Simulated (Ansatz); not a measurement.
# ScInSe3 (model cell, started as cubic perovskite with In in the octahedra): a soft mode frozen in, part 2 of 3

Which phase does ScInSe3 (model cell, started as cubic perovskite with In in the octahedra) fall into along its unstable mode, and how much energy does it gain?

Ansatz 0.2.0; DFT PBEsol, scalar-relativistic, plane waves, PAW; PAW set soft_1.

So far, highest frequency on the path or at a solved wavevector (cm⁻¹): step 2 (phonons on a q mesh) 276. Also lowest frequency on the path (cm⁻¹): step 2 -190.

The structure was built from a prototype and need not be the compound's stable phase.

## 4. The mode frozen in, largest atomic shift 0.6 Å

The atoms are moved along the unstable eigenvector, the largest shift by 0.6 Å, with the cell fixed.

input.yaml reads:

```yaml
crystal:
  lattice:
    - [5.1138056482, 5.1138056482, 0.0]
    - [5.1138056482, 0.0, 5.1138056482]
    - [5.1138056482, 0.0, -5.1138056482]
  atoms:
    - { symbol: Sc, position: [-0.1173294492, 0.5586647246, 0.5586647246] }
    - { symbol: Sc, position: [0.1173294492, -0.0586647246, -0.0586647246] }
    - { symbol: In, position: [0.5, 0.25, 0.75] }
    - { symbol: In, position: [0.5, 0.75, 0.25] }
    - { symbol: Se, position: [0.5, -0.0163731083, 0.9836268917] }
    - { symbol: Se, position: [0.5, 0.5163731083, 0.5163731083] }
    - { symbol: Se, position: [0.0, 0.5, 0.0] }
    - { symbol: Se, position: [0.0, 0.0, 0.5] }
    - { symbol: Se, position: [0.5, 0.5163731083, -0.0163731083] }
    - { symbol: Se, position: [0.5, -0.0163731083, 0.5163731083] }
kpoints:
  mp_grid: { grid: [8, 8, 8] }
hamiltonian:
  xc: pbesol
  pseudopotentials: { kind: paw, azcp: { folder: soft_1 }, xc_functional: pbe }
scf:
  occupations: { method: methfessel_paxton, width: 0.2 }
output:
  forces: true
  stress: true
  eigenvalues: true
```

The run is started by

```sh
$ ansatz run input.yaml --threads 4 --pin off --max-ram 16384MiB --backend cpu --events-out ev --progress --plain --runs-dir out
```

Numbers of over 12 decimals in the logs are rounded to 6 here.

The log of the run:

```text
[...]
Crystal: 10 atoms, lattice volume = 267.462 Å³
Basis set: ecut = 420 eV, 5209 PW (Γ), exchange–correlation on 100×100×100 points (8 copies of the dense FFT grid, shifted against one another)
Bands: 87, of which v1, the nominal top of the filled ones, is band 72 counted from 1 (71 counted from 0)
Symmetry: 16 space group operations
[...]
k-points: 59 of 512
[...]
k-point 0: bands = [... 68 lower, 7.3291, 7.3616, 7.3616, 7.3787, 7.4893, 7.8554, 8.2919, 8.3199, ... 11 higher]
  k-point 1: bands = [... 68 lower, 7.0960, 7.1065, 7.3157, 7.3543, 7.3637, 7.9063, 8.2805, 8.3444, ... 11 higher]
  k-point 2: bands = [... 68 lower, 6.8011, 7.1364, 7.2039, 7.2532, 7.3590, 7.9971, 8.3209, 8.3772, ... 11 higher]
  k-point 58: bands = [... 68 lower, 6.2719, 6.2719, 7.2020, 7.4504, 8.1332, 8.3119, 8.3336, 8.4976, ... 11 higher]
[key lines of the parts left out:]
SCF converged after 11 iterations
Free energy (F): -47821.638342 eV
Fermi energy:    7.459356 eV
P = ⅓ Tr σ = 1.0915 GPa (10.915 kbar)
```

It took 24 s on 4 threads of Arm Neoverse V1, shared host; peak memory 1.4 GiB; 95 s of CPU time.

This step gave:

| Property | Result |
| --- | --- |
| pressure | 1.092 GPa |
| energy from the undistorted cell | -213.9 meV/atom |

The energy, extrapolated to zero smearing, is -213.86 meV/atom against the undistorted cell.

The run ends at a pressure of 1.09 GPa, with forces up to 2.2 eV/Å.

## 5. Energy along the mode, all amplitudes (two of the runs are shown above)

An imaginary frequency means negative curvature, so the energy should fall and then rise again as anharmonic terms take over.

Numbers from this step:

* depth at the lowest point sampled: 213.9 meV/atom
* largest atomic shift at that point: 0.6 Å

Table of energy from the parent by largest atomic shift:

| largest atomic shift (Å) | energy from the parent (meV/atom) |
| --- | --- |
| 0.000 | 0 |
| 0.040 | -1.15 |
| 0.080 | -4.59 |
| 0.140 | -14.0 |
| 0.220 | -34.1 |
| 0.320 | -70.2 |
| 0.450 | -131 |
| 0.600 | -214 |

Displacement at unit largest shift by atom:

| atom | x (Å) | y (Å) | z (Å) | size |
| --- | --- | --- | --- | --- |
| Sc1 | 0.00 | -1.00 | 0.00 | 1.00 |
| Sc2 | 0.00 | 1.00 | 0.00 | 1.00 |
| In3 | 0.00 | 0.00 | 0.00 | 0.00 |
| In4 | 0.00 | 0.00 | 0.00 | 0.00 |
| Se5 | -0.28 | 0.00 | 0.00 | 0.28 |
| Se6 | 0.28 | 0.00 | 0.00 | 0.28 |
| Se7 | 0.00 | 0.00 | 0.00 | 0.00 |
| Se8 | 0.00 | 0.00 | 0.00 | 0.00 |
| Se9 | 0.00 | 0.00 | 0.28 | 0.28 |
| Se10 | 0.00 | 0.00 | -0.28 | 0.28 |

The lowest of the steps tried is the last one, at 0.6 Å, 214 meV/atom below the parent; the bottom of the well need not coincide with a step.

## 6. Relaxation from the frozen mode

Starting from the lowest point found, all atoms and the cell are let go, so that strain and other modes of the same symmetry can join in.

Changes to input.yaml since step 4:

```diff
@@ -27 +27,6 @@
   eigenvalues: true
+relax:
+  adjacent_minimum: "off"
+  f_tol: 0.002
+  max_steps: 120
+  cell: { stress_tol: 0.03 }
```

The log of the run:

```text
[...]
Crystal: 10 atoms, lattice volume = 267.462 Å³
Basis set: ecut = 420 eV, 5209 PW (Γ), exchange–correlation on 100×100×100 points (8 copies of the dense FFT grid, shifted against one another)
Bands: 87, of which v1, the nominal top of the filled ones, is band 72 counted from 1 (71 counted from 0)
Symmetry: 16 space group operations
[...]
k-points: 59 of 512
[...]
SCF iter   1: F=—  HF=-47824.868006 eV  |F-HF|=—  |Δ(HF+E_count)|=         —  Δρ=9.08e-2  dr2=5.13e1  ethr=3.10e-3  ⟨swp⟩=5.8  Hψ=19117  notcnv=0
[...]
SCF iter  11: F=-47821.638342 eV  HF=-47821.638342 eV  |F-HF|=4.50e-9  |Δ(HF+E_count)|=   1.06e-8  S|Δr|=    0.00e0  Δρ=9.33e-7  dr2=5.28e-9  ethr=6.94e-11  ⟨swp⟩=10.0  Hψ=20726  notcnv=0
SCF 1 converged in 11 iterations: F = -47821.638342 eV  dr2 = 5.28e-9
[...]
relax step   1: F+E_penalty+E_count = -47821.63834197 eV  Δ(F+E_penalty+E_count) = +0.000e0 eV  max|allowed force component| = 2.170e0 eV/Å  Δτ_max = 0.0000 Å  P = +1.092 GPa  Ω = 267.462 Å³  (11 SCF iters, dr2 threshold 1.00e-7 eV, accepted)
Crystal: 10 atoms, lattice volume = 273.697 Å³
Basis set: ecut = 420 eV, 5289 PW (Γ), exchange–correlation on 100×100×100 points (8 copies of the dense FFT grid, shifted against one another)
[...]
SCF iter   8: F=-47822.988228 eV  HF=-47822.988228 eV  |F-HF|=1.34e-8  |Δ(HF+E_count)|=   1.14e-6  S|Δr|=    0.00e0  Δρ=4.73e-6  dr2=1.02e-7  ethr=6.94e-10  ⟨swp⟩=9.9  Hψ=24782  notcnv=0
SCF 2 converged in 8 iterations: F = -47822.988228 eV  dr2 = 1.02e-7
[...]
relax step   2: F+E_penalty+E_count = -47822.98822848 eV  Δ(F+E_penalty+E_count) = -1.350e0 eV  max|allowed force component| = 1.853e0 eV/Å  Δτ_max = 0.1993 Å  P = +1.204 GPa  Ω = 273.697 Å³  energy of the carried Pulay correction = -4.724e-4 eV  (8 SCF iters, dr2 threshold 1.00e-6 eV, accepted)
Crystal: 10 atoms, lattice volume = 279.398 Å³
Basis set: ecut = 420 eV, 5497 PW (Γ), exchange–correlation on 100×100×100 points (8 copies of the dense FFT grid, shifted against one another)
[...]
SCF iter   8: F=-47823.840672 eV  HF=-47823.840672 eV  |F-HF|=1.26e-7  |Δ(HF+E_count)|=   3.10e-6  S|Δr|=    0.00e0  Δρ=5.96e-6  dr2=1.40e-7  ethr=6.94e-10  ⟨swp⟩=10.0  Hψ=25317  notcnv=0
SCF 3 converged in 8 iterations: F = -47823.840672 eV  dr2 = 1.40e-7
relax step   3: F+E_penalty+E_count = -47823.84067178 eV  Δ(F+E_penalty+E_count) = -8.524e-1 eV  max|allowed force component| = 3.222e-1 eV/Å  Δτ_max = 0.1971 Å  P = +2.812 GPa  Ω = 279.398 Å³  energy of the carried Pulay correction = -8.949e-4 eV  (8 SCF iters, dr2 threshold 1.00e-6 eV, accepted)
[...]
relax step   4: F+E_penalty+E_count = -47824.02918681 eV  Δ(F+E_penalty+E_count) = -1.885e-1 eV  max|allowed force component| = 1.940e-1 eV/Å  Δτ_max = 0.0978 Å  P = -1.342 GPa  Ω = 311.601 Å³  energy of the carried Pulay correction = -3.126e-3 eV  (9 SCF iters, dr2 threshold 1.00e-6 eV, accepted)
[...]
relax step   5: F+E_penalty+E_count = -47824.06439708 eV  Δ(F+E_penalty+E_count) = -3.521e-2 eV  max|allowed force component| = 2.519e-1 eV/Å  Δτ_max = 0.0193 Å  P = +0.055 GPa  Ω = 302.648 Å³  energy of the carried Pulay correction = -2.531e-3 eV  (7 SCF iters, dr2 threshold 1.00e-6 eV, accepted)
[...]
relax step   6: F+E_penalty+E_count = -47824.07152465 eV  Δ(F+E_penalty+E_count) = -7.128e-3 eV  max|allowed force component| = 4.341e-3 eV/Å  Δτ_max = 0.0284 Å  P = +0.012 GPa  Ω = 301.069 Å³  energy of the carried Pulay correction = -2.424e-3 eV  (6 SCF iters, dr2 threshold 1.00e-6 eV, accepted)
[...]
relax step   7: F+E_penalty+E_count = -47824.07154125 eV  Δ(F+E_penalty+E_count) = -1.661e-5 eV  max|allowed force component| = 1.143e-2 eV/Å  Δτ_max = 0.0016 Å  P = +0.002 GPa  Ω = 301.250 Å³  energy of the carried Pulay correction = -2.436e-3 eV  (6 SCF iters, dr2 threshold 1.20e-8 eV, accepted)
[...]
relax step   8: F+E_penalty+E_count = -47824.07158597 eV  Δ(F+E_penalty+E_count) = -4.471e-5 eV  max|allowed force component| = 3.107e-5 eV/Å  Δτ_max = 0.0016 Å  P = -0.004 GPa  Ω = 301.158 Å³  energy of the carried Pulay correction = -2.430e-3 eV  (6 SCF iters, dr2 threshold 8.17e-9 eV, accepted)
Basis set: ecut = 420 eV, 5923 PW (Γ), exchange–correlation on 108×100×100 points (8 copies of the dense FFT grid, shifted against one another)
[...]
SCF iter   9: F=-47824.073691 eV  HF=-47824.073691 eV  |F-HF|=7.28e-11  |Δ(HF+E_count)|=   2.43e-9  S|Δr|=    0.00e0  Δρ=5.90e-8  dr2=1.83e-11  ethr=1.00e-12  ⟨swp⟩=2.9  Hψ=20229  notcnv=0
the search or the solves at the SCF's close seem to have found levels that the self-consistency loop had missed (the run counts 1). By its estimate they hold under 1e-12 electrons; where the run keeps them, the occupations were computed again with them
SCF 9 converged in 9 iterations: F = -47824.073691 eV  dr2 = 1.83e-11
relax step   9: F+E_penalty+E_count = -47824.07369097 eV  Δ(F+E_penalty+E_count) = -2.105e-3 eV  max|allowed force component| = 2.528e-4 eV/Å  Δτ_max = 0.0000 Å  P = -0.006 GPa  Ω = 301.158 Å³  stress off target by 8.29e-3 GPa  SCF on the basis re-selected at this cell (its energy is not comparable with the rows above)  (9 SCF iters)
basis re-selected at this cell: Δ(F+E_penalty+E_count) = -2.105e-3 eV, ΔP = -0.003 GPa vs the last step (what re-selecting the basis moved, of the pressure what is left beyond the Pulay correction that the steps carried, after the strain that the cell walked since its last selection, with what the two solves' SCF thresholds leave and, on support functions, any second-order correction that the steps lacked; it is no measure of the basis error at this ecutwfc). The dense FFT grid was sized anew with the basis: this SCF ran on 54×50×50 points, the steps before it on 50×50×50, so part of this shift can come from that change (see relax.cell in the input reference). [rest of the remark cut]
SCF converged after 9 iterations
[...]
Free energy (F): -47824.073691 eV
[...]
Internal energy: -47824.100799 eV  (E = F + TS)
E sigma→0 (E₀):  -47824.080468 eV
Entropy (-TS):   0.027108 eV (2.711 meV/atom)
Fermi energy:    5.859414 eV
[...]
--- Forces (eV/Å), atoms counted from 1 ---
  atom   1  Sc     0.00000000    -0.00025285     0.00000000
  atom   2  Sc     0.00000000     0.00025285     0.00000000
  atom   3  In     0.00000000    -0.00000000     0.00000000
  atom   4  In     0.00000000    -0.00000000     0.00000000
  atom   5  Se    -0.00020421     0.00000000     0.00000000
  atom   6  Se     0.00020421     0.00000000     0.00000000
  atom   7  Se    -0.00000000     0.00000000     0.00000000
  atom   8  Se     0.00000000     0.00000000    -0.00000000
  atom   9  Se     0.00000000    -0.00000000     0.00020421
  atom  10  Se     0.00000000    -0.00000000    -0.00020421
  max |Σ_I F_I| component: 4.34e-19 eV/Å
--- Stress (GPa, compression-positive) ---
       -0.008291       0.000000       0.000000
        0.000000      -0.002801       0.000000
        0.000000       0.000000      -0.008291
  P = ⅓ Tr σ = -0.0065 GPa (-0.065 kbar)
--- Band table (eV; the first three rows and the last of 59) ---
  k-point 0: bands = [... 68 lower, 5.6073, 5.6073, 5.7351, 5.7351, 5.9854, 6.3748, 7.1217, 7.3104, ... 11 higher]
  k-point 1: bands = [... 68 lower, 5.5338, 5.6509, 5.6891, 5.6939, 5.8617, 6.4017, 7.0893, 7.3411, ... 11 higher]
  k-point 2: bands = [... 68 lower, 5.3841, 5.5811, 5.5895, 5.7461, 5.9904, 6.4685, 7.1034, 7.3796, ... 11 higher]
  k-point 58: bands = [... 68 lower, 5.1251, 5.1251, 5.1476, 5.9653, 6.4642, 6.6343, 7.3481, 7.8199, ... 11 higher]
--- Relaxed structure (8 steps of the walk, 8 accepted, 1 SCFs on fresh bases) ---
  F+E_penalty+E_count = -47824.07369097 eV   max|allowed force component| = 2.528e-4 eV/Å   (the final SCF, on the basis selected at the relaxed cell)
  cell:  # Å, volume = 301.1576 Å³
    - [5.266662, 5.428665, 0]
    - [5.266662, 0, 5.266662]
    - [5.266662, 0, -5.266662]
  atoms:
    - { symbol: Sc, position: [-0.211923, 0.605962, 0.605962] }
    - { symbol: Sc, position: [0.211923, -0.105962, -0.105962] }
    - { symbol: In, position: [0.500000, 0.250000, 0.750000] }
    - { symbol: In, position: [0.500000, 0.750000, 0.250000] }
    - { symbol: Se, position: [0.500000, -0.040682, 0.959318] }
    - { symbol: Se, position: [0.500000, 0.540682, 0.540682] }
    - { symbol: Se, position: [-6.116625235301366e-19, 0.500000, 0.0] }
    - { symbol: Se, position: [-6.116625235301371e-19, 0.0, 0.500000] }
    - { symbol: Se, position: [0.500000, 0.540682, -0.040682] }
    - { symbol: Se, position: [0.500000, -0.040682, 0.540682] }
```

It took 3.9 min on 4 threads; peak memory 1.6 GiB; 15 min of CPU time.

The steps of the relaxation:

| step | energy less that of the first step (eV) | largest force component (eV/Å) | pressure (GPa) | volume (Å³) |
| --- | --- | --- | --- | --- |
| 1 | 0.0000 | 2.1704 | 1.09 | 267.46 |
| 2 | -1.3499 | 1.8530 | 1.20 | 273.70 |
| 3 | -2.2023 | 0.3222 | 2.81 | 279.40 |
| 4 | -2.3908 | 0.1940 | -1.34 | 311.60 |
| 5 | -2.4261 | 0.2519 | 0.05 | 302.65 |
| 6 | -2.4332 | 0.0043 | 0.01 | 301.07 |
| 7 | -2.4332 | 0.0114 | 0.00 | 301.25 |
| 8 | -2.4332 | 0.0000 | 0.00 | 301.16 |
| 9* | -2.4353 | 0.0003 | -0.01 | 301.16 |

Relaxation steps marked * repeat the geometry before them on a plane-wave basis chosen anew for their cell, so energy and pressure can jump there.

Forces are held to the 16 operations that the run works with; a distortion that breaks them can't arise in this run.

| conventional cell, symmetrised | before | after | change |
| --- | --- | --- | --- |
| a (Å) | 7.232 | 7.448 | +3.0 % |
| b (Å) | 7.232 | 7.448 | +3.0 % |
| c (Å) | 10.228 | 10.857 | +6.2 % |
| volume (Å³/atom) | 26.75 | 30.12 | +12.6 % |

The atoms that moved most (Å, as changes of fractional coordinates times the final cell):

| atom | dx | dy | dz | length |
| --- | --- | --- | --- | --- |
| Sc1 | 0.000 | -0.514 | 0.000 | 0.514 |
| Sc2 | 0.000 | 0.514 | 0.000 | 0.514 |
| Se5 | -0.256 | 0.000 | 0.000 | 0.256 |
| Se6 | 0.256 | 0.000 | 0.000 | 0.256 |
| Se10 | 0.000 | 0.000 | -0.256 | 0.256 |
| Se9 | 0.000 | 0.000 | 0.256 | 0.256 |

This step gave:

* pressure: -0.006461 GPa
* volume per atom: 30.12 Å³

The distorted start has space group I4/mmm; the relaxation ends in I4/mmm.

## 7. The new phase in its own primitive cell

The relaxed structure is symmetrised, reduced to its primitive cell and relaxed tightly, as its phonons need.

input.yaml, the sections that differ from step 6:

```yaml
crystal:
  lattice:
    - [-3.7240921392, 3.7240921392, 5.4286645664]
    - [3.7240921392, -3.7240921392, 5.4286645664]
    - [3.7240921392, 3.7240921392, -5.4286645664]
  atoms:
    - { symbol: Sc, position: [0.1440383897, 0.1440383897, 0.0] }
    - { symbol: Sc, position: [0.8559616103, 0.8559616103, 0.0] }
    - { symbol: In, position: [0.0, 0.5, 0.5] }
    - { symbol: In, position: [0.5, 0.0, 0.5] }
    - { symbol: Se, position: [0.7906823427, 0.7906823427, 0.5813646853] }
    - { symbol: Se, position: [0.2093176573, 0.2093176573, 0.4186353147] }
    - { symbol: Se, position: [0.75, 0.25, 0.5] }
    - { symbol: Se, position: [0.25, 0.75, 0.5] }
    - { symbol: Se, position: [0.7906823427, 0.2093176573, 0.0] }
    - { symbol: Se, position: [0.2093176573, 0.7906823427, 0.0] }
relax:
  adjacent_minimum: "off"
  f_tol: 0.001
  max_steps: 60
  cell: { stress_tol: 0.01 }
# kpoints, hamiltonian, scf, output: as in step 6
```

The log of the run:

```text
[...]
Crystal: 10 atoms, lattice volume = 301.158 Å³
Basis set: ecut = 420 eV, 5923 PW (Γ), exchange–correlation on 108×108×108 points (8 copies of the dense FFT grid, shifted against one another)
Bands: 87, of which v1, the nominal top of the filled ones, is band 72 counted from 1 (71 counted from 0)
Symmetry: 16 space group operations
[...]
k-points: 59 of 512
[...]
- { symbol: In, position: [0.0, 0.5, 0.5] }
    - { symbol: In, position: [0.5, 0.0, 0.5] }
    - { symbol: Se, position: [0.790682342675, 0.790682342675, 0.581365] }
    - { symbol: Se, position: [0.209317657325, 0.209317657325, 0.41863531465] }
    - { symbol: Se, position: [0.75, 0.250000, 0.500000] }
    - { symbol: Se, position: [0.250000, 0.75, 0.500000] }
    - { symbol: Se, position: [0.790682342675, 0.209318, 0.0] }
    - { symbol: Se, position: [0.209318, 0.790682342675, 0.0] }
[key lines of the parts left out:]
SCF converged after 5 iterations
Free energy (F): -47824.073691 eV
Fermi energy:    5.859413 eV
P = ⅓ Tr σ = -0.0065 GPa (-0.065 kbar)
```

Wall time 69 s (4 threads); peak memory 1.6 GiB.

Little changed from the start: no atom moved by 0.005 Å and no cell edge by 0.1 %.

This step gave:

```
pressure : -0.006459 GPa
```

The largest force component left is 0.26 meV/Å and the pressure is -0.006 GPa, within the tolerances set. The cell now holds 30.12 Å³/atom.

[end of part 2 of 3]

[Logs are printed without paths, hosts, clocks, repeated set-up lines and the standing remarks that a program may print on its own settings, such as how far it seeks lower states.]

[Hosts, paths, dates, database ids (printed as entryN), source tags and the programs' standing remarks are cut or masked in the printed files.]
